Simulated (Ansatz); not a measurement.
An input for Ansatz 0.2.0 (SnSe (Pnma)):

```yaml
crystal:
  lattice:
    - [11.501, 0.0, 0.0]
    - [0.0, 4.153, 0.0]
    - [0.0, 0.0, 4.446]
  atoms:
    - { symbol: Sn, position: [0.6180623224, 0.75, 0.3973982494] }
    - { symbol: Sn, position: [0.8819376776, 0.25, 0.8973982494] }
    - { symbol: Sn, position: [0.3819376776, 0.25, 0.6026017506] }
    - { symbol: Sn, position: [0.1180623224, 0.75, 0.1026017506] }
    - { symbol: Se, position: [0.1433580133, 0.25, 0.5232104896] }
    - { symbol: Se, position: [0.6433580133, 0.25, 0.9767895104] }
    - { symbol: Se, position: [0.3566419867, 0.75, 0.0232104896] }
    - { symbol: Se, position: [0.8566419867, 0.75, 0.4767895104] }
kpoints:
  mp_grid: { grid: [2, 6, 6] }
  band_path:
    path:
      - [0.0, 0.0, 0.0]
      - [0.5, 0.0, 0.0]
      - [0.5, 0.5, 0.0]
      - [0.0, 0.5, 0.0]
      - [0.0, 0.0, 0.5]
      - [0.5, 0.0, 0.5]
      - [0.5, 0.5, 0.5]
      - [0.0, 0.5, 0.5]
      - [0.0, 0.0, 0.35]
      - [0.0, 0.3333333333, 0.0]
    npoints: 1
hamiltonian:
  xc: pbe
scf:
  occupations: { method: fixed }
  n_extra_bands: 6
  max_iter: 80
output:
  eigenvalues: true
  forces: true
  stress: true
basis:
  ecutwfc: 630.0
```

```sh
ansatz run input.yaml --threads 3 --pin off --max-ram 92160MiB --backend cuda --events-out ev --progress --plain --runs-dir out --devices 1 --max-vram 13GiB
```

How long will it take on 1 × NVIDIA H100 80GB HBM3 (shared by 6 runs) with 3 threads of AMD EPYC 7R13 (Zen 3), shared host, and how much memory?

It took 23 s; on shared hardware allow 12 s to 47 s. Peak host memory was 1.0 GiB. The sizes that set the cost: 7637 plane waves a state, 32 irreducible k points and 7 SCF cycles.

[Paths, hosts, dates, memory and timing lines, banners, echoed tables and standing remarks are left out of the program output.]

[Logs are printed without paths, hosts, clocks, repeated set-up lines and the standing remarks that a program may print on its own settings, such as how far it seeks lower states.]

[Runs of the session that timed out or met a known fault of the program may be left out.]

[Cells called generated may have been cut or substituted from an entry of the Crystallography Open Database or the Materials Project.]

[Hosts, paths, dates, database ids (printed as entryN), source tags and the programs' standing remarks are cut or masked in the printed files.]
